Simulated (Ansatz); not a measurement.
**Is GaGeMo in the AlB2 type a stable metal?**

Question: is the lattice of GaGeMo in the AlB2 type stable, and if so, what are its coupling constant and resistivity?

Main program and level: Ansatz 0.2.0; DFT LDA, scalar-relativistic, plane waves, PAW; PAW set soft_1.

The structure was built from a prototype and need not be the compound's stable phase.

## 1. Starting point

Symmetry: P-6m2, No. 187, hexagonal system. The conventional cell has a = 3.992 Å, b = 3.992 Å, c = 4.191 Å, α = 90.00°, β = 90.00°, γ = 120.00°. Mo has 6 Ga at 3.11 Å and 6 Ge at 3.11 Å nearest. Nearest to Ga lie 3 Ge at 2.30 Å and 6 Mo at 3.11 Å. Nearest to Ge lie 3 Ga at 2.30 Å and 6 Mo at 3.11 Å. Farther neighbours are not listed.

## 2. Rough relaxation

The start is far from rest, so a relaxation with loose thresholds does the first part.

Input file input.yaml:

```yaml
crystal:
  lattice:
    - [3.99153, 0.0, 0.0]
    - [-1.99576, 3.45677, 0.0]
    - [0.0, 0.0, 4.19111]
  atoms:
    - { symbol: Mo, position: [0.0, 0.0, 0.0] }
    - { symbol: Ga, position: [0.33333333, 0.66666667, 0.5] }
    - { symbol: Ge, position: [0.66666667, 0.33333333, 0.5] }
kpoints:
  mp_grid: { grid: [6, 6, 6] }
hamiltonian:
  xc: lda
  pseudopotentials: { kind: paw, azcp: { folder: soft_1 }, xc_functional: pbe }
scf:
  occupations: { method: gaussian, width: 0.1 }
output:
  forces: true
  stress: true
  eigenvalues: true
relax:
  adjacent_minimum: "off"
  f_tol: 0.05
  max_steps: 80
  cell: { stress_tol: 0.5 }
```

Launch:

```bash
$ ansatz run input.yaml --threads 4 --pin off --max-ram 12288MiB --backend cpu --events-out ev --progress --plain --runs-dir out
```

Numbers of over 12 decimals in the logs are rounded to 6 here.

The log of the run:

```text
The last accepted step is kept in <dir> (removed where the run ends without a failure and the disk answers)
Engine: ansatz 0.2.0, aarch64-unknown-linux-gnu
Pseudopotentials: kind: paw
Pseudopotential: Mo, paw, valence charge 14, recommended cutoff 420 eV (normal), soft_1/Mo.paw.azcp
Pseudopotential: Ga, paw, valence charge 13, recommended cutoff 420 eV (normal), soft_1/Ga.paw.azcp
Pseudopotential: Ge, paw, valence charge 14, recommended cutoff 420 eV (normal), soft_1/Ge.paw.azcp
Functional definition: SPW92
  exchange = slater_x
  correlation = pw_c
Crystal: 3 atoms, lattice volume = 57.828 Å³
Basis set: ecut = 420 eV, 1131 PW (Γ)
Bands: 25, of which v1, the nominal top of the filled ones, is band 21 counted from 1 (20 counted from 0)
Symmetry: 12 space group operations
Space group: P-6m2 (ITA 187), of the structure as read, at distance tolerance 3.9e-5 Å
k-points: 28 of 216 (time reversal used)
Non-local potential: Mo, projectors of the file, l = 0: 3, l = 1: 2, l = 2: 2, l = 3: 1
Non-local potential: Ga, projectors of the file, l = 0: 2, l = 1: 2, l = 2: 3, l = 3: 1
Non-local potential: Ge, projectors of the file, l = 0: 2, l = 1: 2, l = 2: 3, l = 3: 1
PAW form: soft (Blöchl's): semilocal exchange-correlation on the pseudo side does not see the compensation charge
PAW frozen core: Mo, regenerated for the run's functional, and the local potential with it (the file was generated under x = pbe(κ = 0.804, μ = 0.219515), c = pbe(β = 0.066725))
PAW frozen core: Ga, regenerated for the run's functional, and the local potential with it (the file was generated under x = pbe(κ = 0.804, μ = 0.219515), c = pbe(β = 0.066725))
PAW frozen core: Ge, regenerated for the run's functional, and the local potential with it (the file was generated under x = pbe(κ = 0.804, μ = 0.219515), c = pbe(β = 0.066725))
PAW one-centre angular grid: Mo, 590 points (default); XC on 64 Gauss nodes
PAW one-centre angular grid: Ga, 590 points (default); XC on 64 Gauss nodes
PAW one-centre angular grid: Ge, 590 points (default); XC on 64 Gauss nodes
Initial density: superposition of atomic densities (chi_scale 0.1, normalization cell, long waves kept (reshape's long-wave potential 0.00 eV rms))
Initial wavefunctions: pseudopotential atomic-orbital guess
Functional: x = slater, c = lda
SCF iter   1: F=—  HF=-12764.656393 eV  |F-HF|=—  |Δ(HF+E_count)|=         —  Δρ=1.09e-1  dr2=1.68e1  ethr=3.10e-3  ⟨swp⟩=5.2  Hψ=2684  notcnv=0
preconditioner: auto → Kerker (q_TF=auto, 2.576 Å⁻¹)  [metal: Δε(μ)=0.054 eV  Ē_g=16.697 eV  σ=0.100 eV  W_gap=0.30  n_scr=20 (ndim 8)  ℏωp=28.1 eV  f_vac=0.000  D(μ)=2.56/eV (n_scr^D=20)]
SCF iter   2: F=—  HF=-12762.035650 eV  |F-HF|=—  |Δ(HF+E_count)|=    2.62e0  Δρ=2.33e-2  dr2=1.97e-1  ethr=3.10e-3  ⟨swp⟩=3.0  Hψ=1680  notcnv=0  defer=3
SCF iter   3: F=—  HF=-12761.987320 eV  |F-HF|=—  |Δ(HF+E_count)|=   4.83e-2  Δρ=1.51e-2  dr2=8.59e-2  ethr=4.79e-4  ⟨swp⟩=2.1  Hψ=1497  notcnv=0  defer=1
SCF iter   4: F=—  HF=-12761.975560 eV  |F-HF|=—  |Δ(HF+E_count)|=   1.18e-2  Δρ=3.89e-3  dr2=7.42e-3  ethr=2.10e-4  ⟨swp⟩=2.0  Hψ=1141  notcnv=0  defer=1
SCF iter   5: F=—  HF=-12761.970490 eV  |F-HF|=—  |Δ(HF+E_count)|=   5.07e-3  Δρ=1.19e-3  dr2=1.25e-3  ethr=1.81e-5  ⟨swp⟩=2.1  Hψ=1152  notcnv=0  defer=1
SCF iter   6: F=—  HF=-12761.970498 eV  |F-HF|=—  |Δ(HF+E_count)|=   7.71e-6  Δρ=6.70e-4  dr2=2.34e-4  ethr=3.05e-6  ⟨swp⟩=2.0  Hψ=1113  notcnv=0  defer=1
SCF iter   7: F=—  HF=-12761.970393 eV  |F-HF|=—  |Δ(HF+E_count)|=   1.05e-4  Δρ=1.79e-4  dr2=2.10e-5  ethr=5.71e-7  ⟨swp⟩=2.0  Hψ=1121  notcnv=0  defer=1
SCF iter   8: F=—  HF=-12761.970387 eV  |F-HF|=—  |Δ(HF+E_count)|=   6.01e-6  Δρ=7.38e-5  dr2=4.28e-6  ethr=5.12e-8  ⟨swp⟩=2.0  Hψ=1179  notcnv=0  defer=1
SCF iter   9: F=—  HF=-12761.970386 eV  |F-HF|=—  |Δ(HF+E_count)|=   3.53e-7  Δρ=4.91e-5  dr2=8.59e-7  ethr=1.05e-8  ⟨swp⟩=2.6  Hψ=1227  notcnv=0  defer=1
SCF iter  10: F=—  HF=-12761.970386 eV  |F-HF|=—  |Δ(HF+E_count)|=   2.05e-7  Δρ=1.88e-5  dr2=1.95e-7  ethr=2.10e-9  ⟨swp⟩=2.2  Hψ=1245  notcnv=0  defer=1
SCF iter  11: F=-12761.970386 eV  HF=-12761.970386 eV  |F-HF|=3.23e-9  |Δ(HF+E_count)|=   4.75e-8  Δρ=4.71e-6  dr2=1.40e-8  ethr=2.44e-10  ⟨swp⟩=4.4  Hψ=2207  notcnv=0
SCF 1 converged in 11 iterations: F = -12761.970386 eV  dr2 = 1.40e-8
  greatest PAW one-centre occupation: 0.998 electrons in one spin orbital (limit 2), on the Ge atom at site 2 (counted from 0), in its partial waves of l = 2
relax step   1: F+E_penalty+E_count = -12761.97038615 eV  Δ(F+E_penalty+E_count) = +0.000e0 eV  max|allowed force component| = 1.384e-16 eV/Å  Δτ_max = 0.0000 Å  P = -13.010 GPa  Ω = 57.828 Å³  (11 SCF iters, dr2 threshold 1.00e-7 eV, accepted)
Crystal: 3 atoms, lattice volume = 54.227 Å³
Basis set: ecut = 420 eV, 1081 PW (Γ)
Initial density: handed on by an earlier stage of this run
Initial wavefunctions: those handed on with the density
iter 1 solved again at ethr=1.06e-4 eV; its pass at ethr=3.10e-3 eV (dr2=4.35e-2 eV) is discarded
SCF iter   1: F=—  HF=-12762.446228 eV  |F-HF|=—  |Δ(HF+E_count)|=         —  Δρ=7.11e-3  dr2=4.23e-2  ethr=1.06e-4  ⟨swp⟩=1.8  Hψ=3772  notcnv=0
preconditioner: auto → Kerker (q_TF=auto, 2.604 Å⁻¹)  [metal: Δε(μ)=0.052 eV  Ē_g=15.846 eV  σ=0.100 eV  W_gap=0.28  n_scr=20 (ndim 8)  ℏωp=29.0 eV  f_vac=0.000  D(μ)=3.82/eV (n_scr^D=40)]
SCF iter   2: F=—  HF=-12762.439237 eV  |F-HF|=—  |Δ(HF+E_count)|=   6.99e-3  Δρ=2.09e-3  dr2=1.38e-3  ethr=1.03e-4  ⟨swp⟩=1.9  Hψ=795  notcnv=0
SCF iter   3: F=—  HF=-12762.439086 eV  |F-HF|=—  |Δ(HF+E_count)|=   1.51e-4  Δρ=1.25e-3  dr2=5.91e-4  ethr=3.37e-6  ⟨swp⟩=2.9  Hψ=1288  notcnv=0
SCF iter   4: F=—  HF=-12762.439039 eV  |F-HF|=—  |Δ(HF+E_count)|=   4.65e-5  Δρ=4.57e-4  dr2=1.15e-4  ethr=1.44e-6  ⟨swp⟩=2.2  Hψ=971  notcnv=0
SCF iter   5: F=—  HF=-12762.438988 eV  |F-HF|=—  |Δ(HF+E_count)|=   5.19e-5  Δρ=1.41e-4  dr2=1.70e-5  ethr=2.79e-7  ⟨swp⟩=2.1  Hψ=1022  notcnv=0
SCF iter   6: F=—  HF=-12762.438984 eV  |F-HF|=—  |Δ(HF+E_count)|=   3.61e-6  Δρ=5.94e-5  dr2=3.04e-6  ethr=4.14e-8  ⟨swp⟩=2.0  Hψ=1150  notcnv=0
SCF iter   7: F=—  HF=-12762.438983 eV  |F-HF|=—  |Δ(HF+E_count)|=   1.10e-6  Δρ=2.19e-5  dr2=3.27e-7  ethr=7.41e-9  ⟨swp⟩=2.0  Hψ=1156  notcnv=0
SCF iter   8: F=-12762.438983 eV  HF=-12762.438983 eV  |F-HF|=2.67e-8  |Δ(HF+E_count)|=   9.60e-8  Δρ=9.63e-6  dr2=4.08e-8  ethr=7.32e-10  ⟨swp⟩=5.6  Hψ=3081  notcnv=0
SCF 2 converged in 8 iterations: F = -12762.438983 eV  dr2 = 4.08e-8
[...]
relax step   5: F+E_penalty+E_count = -12763.61415512 eV  Δ(F+E_penalty+E_count) = -3.885e-1 eV  max|allowed force component| = 3.012e-17 eV/Å  Δτ_max = 0.0000 Å  P = -2.229 GPa  Ω = 46.925 Å³  energy of the carried Pulay correction = +1.870e-3 eV  (7 SCF iters, dr2 threshold 3.00e-7 eV, accepted)
relax step   6: F+E_penalty+E_count = -12763.94680616 eV  Δ(F+E_penalty+E_count) = -3.327e-1 eV  max|allowed force component| = 2.467e-17 eV/Å  Δτ_max = 0.0000 Å  P = +0.129 GPa  Ω = 45.250 Å³  energy of the carried Pulay correction = +2.184e-3 eV  (7 SCF iters, dr2 threshold 3.00e-7 eV, accepted)
relax step   7: F+E_penalty+E_count = -12764.33436841 eV  Δ(F+E_penalty+E_count) = -3.876e-1 eV  max|allowed force component| = 1.850e-17 eV/Å  Δτ_max = 0.0000 Å  P = +1.987 GPa  Ω = 44.114 Å³  energy of the carried Pulay correction = +2.395e-3 eV  (6 SCF iters, dr2 threshold 3.00e-7 eV, accepted)
relax step   8: F+E_penalty+E_count = -12764.74152343 eV  Δ(F+E_penalty+E_count) = -4.072e-1 eV  max|allowed force component| = 3.007e-17 eV/Å  Δτ_max = 0.0000 Å  P = +5.279 GPa  Ω = 42.867 Å³  energy of the carried Pulay correction = +2.635e-3 eV  (6 SCF iters, dr2 threshold 3.00e-7 eV, accepted)
relax step   9: F+E_penalty+E_count = -12764.92276870 eV  Δ(F+E_penalty+E_count) = -1.812e-1 eV  max|allowed force component| = 1.156e-17 eV/Å  Δτ_max = 0.0000 Å  P = +8.647 GPa  Ω = 42.684 Å³  energy of the carried Pulay correction = +2.644e-3 eV  (6 SCF iters, dr2 threshold 3.00e-7 eV, accepted)
relax step  10: F+E_penalty+E_count = -12764.97635793 eV  Δ(F+E_penalty+E_count) = -5.359e-2 eV  max|allowed force component| = 3.238e-17 eV/Å  Δτ_max = 0.0000 Å  P = -1.093 GPa  Ω = 45.150 Å³  energy of the carried Pulay correction = +2.121e-3 eV  (6 SCF iters, dr2 threshold 3.00e-7 eV, accepted)
relax step  11: F+E_penalty+E_count = -12764.97746658 eV  Δ(F+E_penalty+E_count) = -1.109e-3 eV  max|allowed force component| = 3.238e-17 eV/Å  Δτ_max = 0.0000 Å  P = +0.086 GPa  Ω = 44.826 Å³  energy of the carried Pulay correction = +2.188e-3 eV  (6 SCF iters, dr2 threshold 3.00e-7 eV, accepted)
relax step  12: F+E_penalty+E_count = -12764.98290642 eV  Δ(F+E_penalty+E_count) = -5.440e-3 eV  max|allowed force component| = 2.930e-17 eV/Å  Δτ_max = 0.0000 Å  P = +0.323 GPa  Ω = 44.826 Å³  stress off target by 5.39e-1 GPa  SCF on the basis re-selected at this cell (its energy is not comparable with the rows above)  (6 SCF iters)
relax step  13: F+E_penalty+E_count = -12764.98321564 eV  Δ(F+E_penalty+E_count) = -3.092e-4 eV  max|allowed force component| = 8.481e-18 eV/Å  Δτ_max = 0.0000 Å  P = +0.015 GPa  Ω = 44.956 Å³  energy of the carried Pulay correction = -3.401e-5 eV  (6 SCF iters, dr2 threshold 3.00e-7 eV, accepted)
iter 1 solved again at ethr=2.20e-8 eV; its pass at ethr=3.10e-3 eV (dr2=9.00e-6 eV) is discarded
SCF iter   1: F=—  HF=-12764.983245 eV  |F-HF|=—  |Δ(HF+E_count)|=         —  Δρ=2.67e-6  dr2=8.48e-10  ethr=2.20e-8  ⟨swp⟩=3.1  Hψ=4824  notcnv=0
preconditioner: auto → none  [metal: Δε(μ)=0.082 eV  Ē_g=16.441 eV  σ=0.100 eV  W_gap=0.38  n_scr=8 (ndim 8)  ℏωp=31.8 eV  f_vac=0.000  D(μ)=1.74/eV (n_scr^D=8)]
SCF iter   2: F=—  HF=-12764.983243 eV  |F-HF|=—  |Δ(HF+E_count)|=   2.31e-6  Δρ=1.87e-6  dr2=5.70e-10  ethr=2.07e-12  ⟨swp⟩=3.0  Hψ=1497  notcnv=0
iter 3 did not close the SCF: its close was put off for the readings that it lacked (scf_convergence_deferred on its scf_iter line)
SCF iter   3: F=-12764.983243 eV  HF=-12764.983243 eV  |F-HF|=5.46e-11  |Δ(HF+E_count)|=  6.55e-11  Δρ=5.00e-7  dr2=3.12e-11  ethr=1.39e-12  ⟨swp⟩=2.0  Hψ=1005  notcnv=0
iter 4 did not close the SCF: its close was put off for the readings that it lacked (scf_convergence_deferred on its scf_iter line)
SCF iter   4: F=-12764.983243 eV  HF=-12764.983243 eV  |F-HF|=1.82e-12  |Δ(HF+E_count)|=  1.82e-12  Δρ=1.18e-7  dr2=3.04e-12  ethr=1.00e-12  ⟨swp⟩=2.0  Hψ=840  notcnv=0
iter 5 did not close the SCF: its close was put off for the readings that it lacked (scf_convergence_deferred on its scf_iter line)
SCF iter   5: F=-12764.983243 eV  HF=-12764.983243 eV  |F-HF|=1.82e-12  |Δ(HF+E_count)|=    0.00e0  Δρ=3.25e-8  dr2=2.17e-13  ethr=1.00e-12  ⟨swp⟩=1.0  Hψ=700  notcnv=0
iter 6 did not close the SCF: its close was put off for the readings that it lacked (scf_convergence_deferred on its scf_iter line)
SCF iter   6: F=-12764.983243 eV  HF=-12764.983243 eV  |F-HF|=0.00e0  |Δ(HF+E_count)|=    0.00e0  Δρ=8.02e-9  dr2=1.57e-14  ethr=1.00e-12  ⟨swp⟩=1.0  Hψ=700  notcnv=0
SCF iter   7: F=-12764.983243 eV  HF=-12764.983243 eV  |F-HF|=3.64e-12  |Δ(HF+E_count)|=  1.82e-12  Δρ=1.82e-9  dr2=5.17e-16  ethr=1.00e-12  ⟨swp⟩=1.0  Hψ=1512  notcnv=0
SCF 14 converged in 7 iterations: F = -12764.983243 eV  dr2 = 5.17e-16
relax step  14: F+E_penalty+E_count = -12764.98324252 eV  Δ(F+E_penalty+E_count) = -2.688e-5 eV  max|allowed force component| = 7.710e-18 eV/Å  Δτ_max = 0.0000 Å  P = +0.015 GPa  Ω = 44.956 Å³  stress off target by 1.04e-1 GPa  SCF on the basis re-selected at this cell (its energy is not comparable with the rows above)  (7 SCF iters)
basis re-selected at this cell: Δ(F+E_penalty+E_count) = -2.688e-5 eV, ΔP = +0.000 GPa vs the last step (what re-selecting the basis moved, of the pressure what is left beyond the Pulay correction that the steps carried, after the strain that the cell walked since its last selection, with what the two solves' SCF thresholds leave and, on support functions, any second-order correction that the steps lacked; it is no m [...]
SCF converged after 7 iterations
Free energy (F): -12764.983243 eV
Harris-Foulkes:  -12764.983243 eV  (|F-HF|=3.64e-12)
Internal energy: -12764.974530 eV  (E = F + TS)
E sigma→0 (E₀):  -12764.978886 eV
Entropy (-TS):   -0.008712 eV (-2.904 meV/atom)
Fermi energy:    16.533739 eV
--- Per-component energies (eV) ---
  E_band       = -117.824592
  E_kinetic    = 632.811155
  E_local      = -3582.290149  (includes V_loc(G=0)·N_el)
  E_nonlocal   = 283.563891
  E_hartree    = 1878.686074
  E_xc         = -312.598513
  E_vxc        = -345.095161  (∫ρ·V_xc dr)
  E_paw        = -6947.833571  (= ΣΔE_a)
  E_vpaw       = -864.186298  (= ΣTr[D̂ρ^β])
  E_aug_tail   = -0.000177  (compensation charges beyond the density's cutoff)
  E_ewald      = -4721.422864
  E_core_change = 4.109623  (= ΣΔE_core)
  E_smearing   = -0.008712  (= −TS)
  E_closure    = 0.000000  (closes the sum)
  Σ components = -12764.983243   (vs F -12764.983243, Δ=0.00e0)
--- Forces (eV/Å), atoms counted from 1 ---
  atom   1  Mo    -0.00000000     0.00000000    -0.00000000
  atom   2  Ga     0.00000000     0.00000000     0.00000000
  atom   3  Ge     0.00000000     0.00000000     0.00000000
  max |Σ_I F_I| component: 6.94e-18 eV/Å
--- Stress (GPa, compression-positive) ---
       -0.028983       0.000000      -0.000000
        0.000000      -0.028983       0.000000
       -0.000000       0.000000       0.103534
  P = ⅓ Tr σ = 0.0152 GPa (0.152 kbar)
--- Band table (eV; the first three rows and the last of 28) ---
  k-point 0: bands = [... 17 lower, 11.5776, 12.6134, 16.6354, 16.6354, 18.4398, 18.4398, 19.9848, 19.9848]
  k-point 1: bands = [... 17 lower, 12.1637, 13.8397, 15.2115, 15.2115, 19.5164, 19.5164, 19.9847, 19.9967]
  k-point 2: bands = [... 17 lower, 13.3067, 13.6864, 13.6864, 13.9366, 18.6318, 18.6318, 18.8249, 21.7003]
  k-point 27: bands = [... 17 lower, 13.0430, 14.2630, 15.5533, 16.3014, 16.8446, 17.3079, 17.3243, 22.6727]
--- Relaxed structure (12 steps of the walk, 12 accepted, 2 SCFs on fresh bases) ---
  F+E_penalty+E_count = -12764.98324252 eV   max|allowed force component| = 7.710e-18 eV/Å   (the final SCF, on the basis selected at the relaxed cell)
  cell:  # Å, volume = 44.9555 Å³
    - [4.482345, -3.2417162577704606e-6, 0]
    - [-2.241170, 3.881826, 0]
    - [0, 0, 2.583700]
  atoms:
    - { symbol: Mo, position: [0, 0, 0] }
    - { symbol: Ga, position: [0.333333, 0.666667, 0.500000] }
    - { symbol: Ge, position: [0.666667, 0.333333, 0.500000] }
```

Elapsed: 22 s, on 4 threads of Arm Neoverse V1, shared host; peak memory 0.41 GiB; 77 s of CPU time.

Relaxation path:

| step | energy less that of the first step (eV) | largest force component (eV/Å) | pressure (GPa) | volume (Å³) |
| --- | --- | --- | --- | --- |
| 1 | 0.0000 | 0.0000 | -13.01 | 57.83 |
| 2 | -0.4686 | 0.0000 | -10.08 | 54.23 |
| 3 | -0.8781 | 0.0000 | -6.86 | 51.22 |
| 4 | -1.2553 | 0.0000 | -3.70 | 48.75 |
| 5 | -1.6438 | 0.0000 | -2.23 | 46.93 |
| 6 | -1.9764 | 0.0000 | 0.13 | 45.25 |
| 7 | -2.3640 | 0.0000 | 1.99 | 44.11 |
| 8 | -2.7711 | 0.0000 | 5.28 | 42.87 |
| 9 | -2.9524 | 0.0000 | 8.65 | 42.68 |
| 10 | -3.0060 | 0.0000 | -1.09 | 45.15 |
| 11 | -3.0071 | 0.0000 | 0.09 | 44.83 |
| 12* | -3.0125 | 0.0000 | 0.32 | 44.83 |
| 13 | -3.0128 | 0.0000 | 0.02 | 44.96 |
| 14* | -3.0129 | 0.0000 | 0.02 | 44.96 |

Relaxation steps marked * repeat the geometry before them on a plane-wave basis chosen anew for their cell, so energy and pressure can jump there.

Forces are held to the 12 operations that the run works with; a distortion that breaks them can't arise in this run.

| cell as run | before | after | change |
| --- | --- | --- | --- |
| a (Å) | 3.992 | 4.482 | +12.3 % |
| b (Å) | 3.992 | 4.482 | +12.3 % |
| c (Å) | 4.191 | 2.584 | -38.4 % |
| volume (Å³/atom) | 19.28 | 14.99 | -22.3 % |

The relaxed structure:

```cif
data_structure
_symmetry_space_group_name_H-M 'P 1'
_symmetry_Int_Tables_number 1
_cell_length_a 4.4823
_cell_length_b 4.4823
_cell_length_c 2.5837
_cell_angle_alpha 90.000
_cell_angle_beta 90.000
_cell_angle_gamma 120.000
_cell_volume 44.96
loop_
_atom_site_label
_atom_site_type_symbol
_atom_site_fract_x
_atom_site_fract_y
_atom_site_fract_z
_atom_site_occupancy
Mo1 Mo 0.00000 0.00000 0.00000 1
Ga2 Ga 0.33333 0.66667 0.50000 1
Ge3 Ge 0.66667 0.33333 0.50000 1
```

Numbers from this step:

```
pressure          : 0.01519 GPa
volume per atom   : 14.99 Å³/atom
metallic on mesh  : yes
gap on the k-mesh : 0 eV
```

The largest force is now zero by symmetry and the largest stress component 0.10 GPa.

## 3. Relaxation

The structure is brought to rest under this functional.

input.yaml, the sections that differ from step 2:

```yaml
crystal:
  lattice:
    - [4.4823446563, -3.2417e-06, 0.0]
    - [-2.2411695208, 3.8818259618, 0.0]
    - [0.0, 0.0, 2.5837000531]
  atoms:
    - { symbol: Mo, position: [0.0, 0.0, 0.0] }
    - { symbol: Ga, position: [0.3333333333, 0.6666666667, 0.5] }
    - { symbol: Ge, position: [0.6666666667, 0.3333333333, 0.5] }
kpoints:
  mp_grid: { grid: [9, 9, 12] }
relax:
  adjacent_minimum: "off"
  f_tol: 0.005
  max_steps: 80
  cell: { stress_tol: 0.05 }
# hamiltonian, scf, output: as in step 2
```

The log of the run:

```text
[the first part of the log is left out]
  E_paw        = -6948.182161  (= ΣΔE_a)
  E_vpaw       = -864.813254  (= ΣTr[D̂ρ^β])
  E_aug_tail   = -0.000165  (compensation charges beyond the density's cutoff)
  E_ewald      = -4725.609881
  E_core_change = 4.109623  (= ΣΔE_core)
  E_smearing   = -0.011450  (= −TS)
  E_closure    = 0.000000  (closes the sum)
  Σ components = -12764.978004   (vs F -12764.978004, Δ=0.00e0)
[...]
--- Stress (GPa, compression-positive) ---
        0.029168       0.000000       0.000000
        0.000000       0.029168       0.000000
        0.000000       0.000000       0.030374
  P = ⅓ Tr σ = 0.0296 GPa (0.296 kbar)
--- Band table (eV; the first three rows and the last of 84) ---
[...]
--- Relaxed structure (4 steps of the walk, 4 accepted, 1 SCFs on fresh bases) ---
[...]
cell:  # Å, volume = 44.8494 Å³
    - [4.464289, -3.2286163002533282e-6, 0.0]
    - [-2.232142, 3.866189, 0.0]
    - [0.0, 0.0, 2.598493]
  atoms:
    - { symbol: Mo, position: [0, 0, 0.0] }
    - { symbol: Ga, position: [0.333333, 0.666667, 0.5] }
    - { symbol: Ge, position: [0.666667, 0.333333, 0.5] }
```

It took 16 s on 4 threads; peak memory 0.47 GiB; 59 s of CPU time.

Step by step:

| step | energy less that of the first step (eV) | largest force component (eV/Å) | pressure (GPa) | volume (Å³) |
| --- | --- | --- | --- | --- |
| 1 | 0.0000 | 0.0000 | -0.05 | 44.96 |
| 2 | -0.0018 | 0.0000 | 0.03 | 44.87 |
| 3 | -0.0020 | 0.0000 | -0.04 | 44.87 |
| 4 | -0.0020 | 0.0000 | 0.03 | 44.85 |
| 5 | -0.0019 | 0.0000 | 0.03 | 44.85 |

The log counts 1 steps on a newly chosen plane-wave basis, not all of them marked here; energy and pressure can jump at such steps.

| conventional cell, symmetrised | before | after | change |
| --- | --- | --- | --- |
| a (Å) | 4.482 | 4.464 | -0.4 % |
| b (Å) | 4.482 | 4.464 | -0.4 % |
| c (Å) | 2.584 | 2.598 | +0.6 % |
| volume (Å³/atom) | 14.99 | 14.95 | -0.2 % |

Final coordinates:

```xyz
3
Lattice="4.4643 0.0000 0.0000 -2.2321 3.8662 0.0000 0.0000 0.0000 2.5985" Properties=species:S:1:pos:R:3 pbc="T T T"
Mo    0.0000    0.0000    0.0000
Ga    0.0000    2.5775    1.2992
Ge    2.2321    1.2887    1.2992
```

Numbers from this step:

```
pressure        : 0.02957 GPa
volume per atom : 14.95 Å³/atom
```

The largest force is now zero by symmetry and the largest stress component 0.030 GPa.

(Continued in part 2 of 3.)

[Logs are printed without paths, hosts, clocks, repeated set-up lines and the standing remarks that a program may print on its own settings, such as how far it seeks lower states.]

[Hosts, paths, dates, database ids (printed as entryN), source tags and the programs' standing remarks are cut or masked in the printed files.]
